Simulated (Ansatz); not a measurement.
# Moving the knobs of a GW run on VBiO4 (I4_1/a)

Aim: change settings of a G0W0 run on VBiO4 (I4_1/a) and see what moves.

Calculated with Ansatz 0.2.0; G0W0 on PBE, plane waves, PAW; PAW set soft_1.

### 1. The starting structure

Symmetry: I4_1/a, No. 88, tetragonal system. Conventional cell: a = 5.122 Å, b = 5.122 Å, c = 11.592 Å, α = 90.00°, β = 90.00°, γ = 90.00°. Nearest to V lie 4 O at 1.73 Å. Nearest to Bi lie 8 O at 2.42 to 2.47 Å. Nearest to O lie 1 V at 1.73 Å and 2 Bi at 2.42 to 2.47 Å. Farther neighbours and most contacts between anions are not listed.

The cell and positions are those that the Materials Project relaxed with its own functionals (PBE, PBE+U or r2SCAN), kept fixed. Spin-orbit coupling is left out unless a step names it.

### 2. The base run: 4×4×4 mesh, 387 empty bands, screening to 108 eV, PAW set soft_1 files

G0W0 replaces the xc potential by the self-energy, built once from these orbitals. Only a window of levels is corrected, while the sums run over the empty bands that the input names. This step takes PAW set soft_1 files.

input.yaml reads:

```yaml
crystal:
  lattice:
    - [-2.56105292, 2.56105292, 5.7960647]
    - [2.56105292, -2.56105292, 5.7960647]
    - [2.56105292, 2.56105292, -5.7960647]
  atoms:
    - { symbol: V, position: [0.5, 0.5, 0.0] }
    - { symbol: V, position: [0.25, 0.75, 0.5] }
    - { symbol: Bi, position: [0.0, 0.0, 0.0] }
    - { symbol: Bi, position: [0.75, 0.25, 0.5] }
    - { symbol: O, position: [0.17085109, 0.56190276, 0.89100626] }
    - { symbol: O, position: [0.31190276, 0.9208965, 0.89105167] }
    - { symbol: O, position: [0.02984483, 0.42085109, 0.10894833] }
    - { symbol: O, position: [0.6708965, 0.27984483, 0.10899374] }
    - { symbol: O, position: [0.0791035, 0.97015517, 0.39100626] }
    - { symbol: O, position: [0.72015517, 0.82914891, 0.39105167] }
    - { symbol: O, position: [0.57914891, 0.68809724, 0.60899374] }
    - { symbol: O, position: [0.43809724, 0.3291035, 0.60894833] }
kpoints:
  mp_grid: { grid: [4, 4, 4] }
hamiltonian:
  xc: pbe
  pseudopotentials: { kind: paw, azcp: { folder: soft_1 } }
scf:
  occupations: { method: fixed }
gw:
  n_empty_bands: 387
  ecut_chi: 108
  qp_bands: [v4, c4]
  qp_kpoints: band_edges
  screening: { model: contour_deformation }
```

Command:

```sh
$ ansatz run input.yaml --threads 2 --pin off --max-ram 92160MiB --backend cuda --events-out ev --progress --plain --runs-dir out --devices 1 --max-vram 13GiB
```

Numbers of over 12 decimals in the logs are rounded to 6 here.

Output:

```text
GPUs: using 1 of 1 available (devices: 1).
Engine: ansatz 0.2.0, x86_64-unknown-linux-gnu
Pseudopotentials: kind: paw
Pseudopotential: V, paw, valence charge 13, recommended cutoff 420 eV (normal), soft_1/V.paw.azcp
Pseudopotential: Bi, paw, valence charge 15, recommended cutoff 420 eV (normal), soft_1/Bi.paw.azcp
Pseudopotential: O, paw, valence charge 6, recommended cutoff 420 eV (normal), soft_1/O.paw.azcp
Functional definition: PBE
  parameter kappa = 0.804
  parameter beta = 0.066725
  exchange = pbe_x(kappa = kappa, mu = beta*pi^2/3)
  correlation = pbe_c(beta = beta)
device memory: the entry about to start is reckoned to put 3.0 GiB on a device that reports 36.7 GiB free (of which the cap on the GPU budget leaves the run 13.0 GiB)
GPU FFT provider: cuFFT
GPU libraries: cuBLAS 13.8.2, cuFFT 12.4.0, cuSOLVER 12.3.4
Crystal: 12 atoms, lattice volume = 152.065 Å³
Basis set: ecut = 420 eV, 2995 PW (Γ)
Bands: 64, of which v1, the nominal top of the filled ones, is band 52 counted from 1 (51 counted from 0)
Symmetry: 8 space group operations
Space group: I41/a (ITA 88), of the structure as read, at distance tolerance 5.3e-5 Å
k-points: 14 of 64
Non-local potential: V, projectors of the file, l = 0: 3, l = 1: 2, l = 2: 3, l = 3: 1
Non-local potential: Bi, projectors of the file, l = 0: 2, l = 1: 2, l = 2: 2, l = 3: 1
Non-local potential: O, projectors of the file, l = 0: 2, l = 1: 2, l = 2: 1
PAW form: soft (Blöchl's): semilocal exchange-correlation on the pseudo side does not see the compensation charge
PAW one-centre angular grid: V, 590 points (default); XC on 64 Gauss nodes
PAW one-centre angular grid: Bi, 590 points (default); XC on 64 Gauss nodes
PAW one-centre angular grid: O, 110 points (default); XC on 64 Gauss nodes
Initial density: superposition of atomic densities (chi_scale 0.1, normalization cell, long waves kept (reshape's long-wave potential 0.01 eV rms))
Initial wavefunctions: pseudopotential atomic-orbital guess
GPU buffer pool allocated for 110592 grid points (all kernels)
GPU transforms: local potential and band sums: pruned to the plane-wave sphere, on 45×45×45
Functional: x = pbe(κ = 0.804, μ = 0.219515), c = pbe(β = 0.066725)
SCF iter   1: F=—  HF=-35169.242722 eV  |F-HF|=—  |Δ(HF+E_count)|=         —  Δρ=7.90e-2  dr2=1.66e1  ethr=3.10e-3  ⟨swp⟩=4.0  Hψ=2631  notcnv=0  defer=110
preconditioner: auto → Resta (q_TF=auto, 2.561 Å⁻¹)  ε∞=5.5  [insulator: Δε(μ)=1.398 eV  Ē_g=13.342 eV  n_scr=36 (ndim 8)  ℏωp=28.2 eV  f_vac=0.000  ε∞_Penn≈5.5]
SCF iter   2: F=—  HF=-35167.738403 eV  |F-HF|=—  |Δ(HF+E_count)|=    1.50e0  Δρ=7.33e-2  dr2=8.02e0  ethr=3.10e-3  ⟨swp⟩=3.0  Hψ=2186  notcnv=0  defer=122
[...]
NSCF: frozen V_eff on 1 k-points
SCF converged after 10 iterations
Free energy (F): -35166.499152 eV
Harris-Foulkes:  -35166.499152 eV  (|F-HF|=1.86e-8)
Internal energy: -35166.499152 eV  (E = F + TS)
E sigma→0 (E₀):  -35166.499152 eV
Fermi energy:    8.798492 eV
--- Per-component energies (eV) ---
  E_band       = -668.444450
  E_kinetic    = 2434.352175
  E_local      = -7668.920680  (includes V_loc(G=0)·N_el)
  E_nonlocal   = 1393.957771
  E_hartree    = 2898.160599
  E_xc         = -1109.836961
  E_vxc        = -1287.635002  (∫ρ·V_xc dr)
  E_paw        = -24863.627770  (= ΣΔE_a)
  E_vpaw       = -1336.521285  (= ΣTr[D̂ρ^β])
  E_aug_tail   = 0.008582  (compensation charges beyond the density's cutoff)
  E_ewald      = -8250.592868
  E_smearing   = -0.000000  (= −TS)
  E_closure    = -0.000000  (closes the sum)
  Σ components = -35166.499152   (vs F -35166.499152, Δ=0.00e0)
--- Band table (eV; the first three rows and the last of 14) ---
  k-point 0: bands = [... 48 lower, 7.8973, 8.1675, 8.1675, 8.3826, 11.2350, 11.6956, 11.9455, 12.2137, ... 8 higher]
  k-point 1: bands = [... 48 lower, 7.7335, 7.8526, 8.2473, 8.7475, 11.4027, 11.4819, 11.5959, 11.9156, ... 8 higher]
  k-point 2: bands = [... 48 lower, 7.9235, 7.9235, 8.5614, 8.5614, 11.6199, 11.6199, 11.8655, 11.8655, ... 8 higher]
  k-point 13: bands = [... 48 lower, 7.8879, 7.8879, 8.1049, 8.1049, 11.7739, 11.7739, 11.8534, 11.8534, ... 8 higher]
--- G₀W₀: contour deformation, 6 samples at zero and on the imaginary axis and 1 off it, 64 q-points, 387 empty bands' worth ---
  eigenvalues of the whole cell's RPA ε∞ on this k-mesh (on a slab, of 1 + 4πα/V) = 6.0940, 7.3005, 7.3005; static W/v taken at q = 0 is 0.143586
  bands read: the sum over 439 bands ends inside a degenerate multiplet in 4 slots, whose members it reads at an even weight; the widest, k=2: bands 439 to 440 (counted from 1) at 1/2 each
  gw.qp_kpoints: band_edges: 14 of 14 stored k-points solved, in 1 pass; an edge of the gap read off the rows below is read off those points alone
    ik  band        ε_KS         Σx   Σc(E_QP)       V_xc       Z   E_QP_lin       E_QP  E_QP is
     0    49      7.8973   -23.7982     3.3223   -20.3640  0.7235     7.7851     7.7854  root
     0    50      8.1675   -25.6311     4.8488   -20.5799  0.7090     7.9642     7.9651  root
     0    51      8.1675   -25.6311     4.8488   -20.5799  0.7090     7.9642     7.9651  root
     0    52      8.3826   -25.8368     4.3503   -21.3616  0.7211     8.2574     8.2577  root
     0    53     11.2350   -15.9519    -5.8536   -23.0568  0.7212    12.5224    12.4863  root
     0    54     11.6956   -16.6054    -5.8619   -23.7569  0.7152    13.0273    12.9852  root
     0    55     11.9455   -17.2094    -6.3735   -24.8968  0.6841    13.3265    13.2594  root
     0    56     12.2137   -17.4396    -6.2500   -24.9346  0.6829    13.5311    13.4587  root
[...]
13    53     11.7739   -17.0069    -6.2303   -24.5359  0.6937    13.1296    13.0726  root
    13    54     11.7739   -17.0069    -6.2303   -24.5359  0.6937    13.1296    13.0726  root
    13    55     11.8534   -16.8140    -6.1328   -24.2603  0.7019    13.2183    13.1669  root
    13    56     11.8534   -16.8140    -6.1328   -24.2603  0.7019    13.2183    13.1669  root
```

It took 55 s on 1 × NVIDIA H100 80GB HBM3 (shared by 6 runs) with 2 threads of AMD EPYC 7R13 (Zen 3), shared host; peak memory 1.8 GiB.

Numbers from this step:

```yaml
bands_summed: 439
rpa_eps_infinity_on_this_mesh_eigenvalues: 6.094, 7.300, 7.300
plane_waves_in_the_screening_matrix: 405
q_points_in_the_mesh: 64
g0w0_gap_on_the_mesh: 3.492 eV
k_of_the_valence_top: 0, 0.25, 0.25
k_of_the_conduction_bottom: 0, -0.5, 0
starting_gap_on_the_mesh: 2.217 eV
z_at_the_valence_top: 0.7366
z_at_the_conduction_bottom: 0.7183
least_direct_g0w0_gap_on_the_computed_points: 3.493 eV
```

The gap on the mesh goes from 2.22 eV to 3.49 eV, a correction of +1.28 eV. Between the two edge states, bare exchange in place of the xc potential would open the gap by 10.53 eV, and correlation takes back 9.26 eV.

### 3. Variant: low screening cutoff

Changes to input.yaml since step 2:

```diff
@@ -26,4 +26,4 @@
 gw:
-  n_empty_bands: 387
-  ecut_chi: 108
+  n_empty_bands: 453
+  ecut_chi: 40
   qp_bands: [v4, c4]
```

Output:

```text
GPUs: using 1 of 1 available (devices: 1).
[...]
GPU FFT provider: cuFFT
GPU libraries: cuBLAS 13.8.2, cuFFT 12.4.0, cuSOLVER 12.3.4
Crystal: 12 atoms, lattice volume = 152.065 Å³
Basis set: ecut = 420 eV, 2995 PW (Γ)
Bands: 64, of which v1, the nominal top of the filled ones, is band 52 counted from 1 (51 counted from 0)
[... 1 set-up line as in the run before ...]
[...]
k-points: 14 of 64
[...]
GPU buffer pool allocated for 110592 grid points (all kernels)
[...]
SCF iter   1: F=—  HF=-35169.242722 eV  |F-HF|=—  |Δ(HF+E_count)|=         —  Δρ=7.90e-2  dr2=1.66e1  ethr=3.10e-3  ⟨swp⟩=4.0  Hψ=2631  notcnv=0  defer=110
[...]
SCF iter  10: F=-35166.499152 eV  HF=-35166.499152 eV  |F-HF|=1.86e-8  |Δ(HF+E_count)|=   2.33e-7  Δρ=4.03e-6  dr2=2.95e-8  ethr=9.62e-11  ⟨swp⟩=9.2  Hψ=3044  notcnv=0
SCF 1 converged in 10 iterations: F = -35166.499152 eV  dr2 = 2.95e-8
[...]
NSCF: frozen V_eff on 14 k-points
[...]
G₀W₀ screening: q 1/14
[... further progress lines ...]
[...]
SCF converged after 10 iterations
Free energy (F): -35166.499152 eV
[...]
Internal energy: -35166.499152 eV  (E = F + TS)
E sigma→0 (E₀):  -35166.499152 eV
Fermi energy:    8.798492 eV
[...]
--- Band table (eV; the first three rows and the last of 14) ---
  k-point 0: bands = [... 48 lower, 7.8973, 8.1675, 8.1675, 8.3826, 11.2350, 11.6956, 11.9455, 12.2137, ... 8 higher]
  k-point 1: bands = [... 48 lower, 7.7335, 7.8526, 8.2473, 8.7475, 11.4027, 11.4819, 11.5959, 11.9156, ... 8 higher]
[...]
0    54     11.6956   -16.6054    -5.5144   -23.7569  0.7297    13.4108    13.3327  root
     0    55     11.9455   -17.2094    -6.0075   -24.8968  0.7024    13.7480    13.6253  root ?
     0    56     12.2137   -17.4396    -5.8708   -24.9346  0.7014    13.9526    13.8379  root ?
     1    49      7.7335   -25.2343     4.8611   -20.1320  0.7172     7.4909     7.4923  root
     1    50      7.8526   -25.5543     4.9374   -20.3896  0.7186     7.6241     7.6253  root
[...]
1    56     11.9156   -16.9741    -5.7358   -24.3645  0.7143    13.6705    13.5702  root ?
[...]
4    56     11.8595   -16.8502    -5.7874   -24.2983  0.7140    13.6209    13.5201  root ?
[...]
7    56     12.0222   -17.0595    -5.7426   -24.4635  0.7131    13.7857    13.6837  root ?
[...]
9    55     11.8455   -17.0179    -5.9790   -24.6788  0.7071    13.6424    13.5274  root ?
     9    56     12.2106   -17.3808    -5.9479   -25.0006  0.7034    14.0013    13.8825  root ?
[...]
10    56     12.0122   -17.0528    -5.8225   -24.5507  0.7124    13.7920    13.6876  root ?
[...]
12    54     11.6983   -16.8465    -5.7860   -24.2806  0.7134    13.4464    13.3464  root ?
    12    55     11.9007   -16.9267    -5.9153   -24.5381  0.7125    13.7030    13.5967  root ?
[...]
13    51      8.1049   -25.6322     4.8052   -20.6261  0.7217     7.9031     7.9040  root
    13    52      8.1049   -25.6322     4.8052   -20.6261  0.7217     7.9031     7.9040  root
    13    53     11.7739   -17.0069    -5.8635   -24.5359  0.7111    13.5481    13.4393  root ?
    13    54     11.7739   -17.0069    -5.8635   -24.5359  0.7111    13.5481    13.4393  root ?
    13    55     11.8534   -16.8140    -5.7822   -24.2603  0.7171    13.6144    13.5175  root
    13    56     11.8534   -16.8140    -5.7822   -24.2603  0.7171    13.6144    13.5175  root
```

The job ended after 52 s (1 × NVIDIA H100 80GB HBM3 (shared by 6 runs) with 2 threads; peak memory 1.7 GiB; 73 s of CPU time).

Against the base:

```csv
setting,base,variant
empty bands,387,453
screening cutoff (eV),108,40
```

```
                                    quantity  variant   base
                    starting gap on the mesh    2.217  2.217
                        G0W0 gap on the mesh    3.782  3.492
least direct G0W0 gap on the computed points    3.783  3.493
                        Z at the valence top    0.751  0.737
                  Z at the conduction bottom    0.733  0.718
```

### 4. Summary of results

| Property | Result |
| --- | --- |
| base | 3.49 eV, 55 s |
| low screening cutoff | 3.78 eV, 52 s |

Low screening cutoff: the gap moves by +0.29 eV; such settings are too crude to quote. The variant differs from the base in empty bands and screening cutoff together, so the change can't be laid to one of them. All runs here use a coarse mesh and modest cutoffs; they test settings and are not final values. Where an edge is built on 6p states of lead, bismuth or thallium, scalar-relativistic gaps usually stand too wide, by a few tenths to over one eV. The runs have no spin polarisation. For a closed low-spin shell that is the natural state; where a d or f shell is open it is a constraint, and the gap is then not the crystal's own. With d states at the gap, one-shot GW leans hard on its start. The many-body steps are scalar-relativistic: spin-orbit coupling is not in them.

[Paths, hosts, dates, memory and timing lines, banners, echoed tables and standing remarks are left out of the program output.]

[Logs are printed without paths, hosts, clocks, repeated set-up lines and the standing remarks that a program may print on its own settings, such as how far it seeks lower states.]

[Runs of the session that timed out or met a known fault of the program may be left out.]

[Cells called generated may have been cut or substituted from an entry of the Crystallography Open Database or the Materials Project.]

[Hosts, paths, dates, database ids (printed as entryN), source tags and the programs' standing remarks are cut or masked in the printed files.]
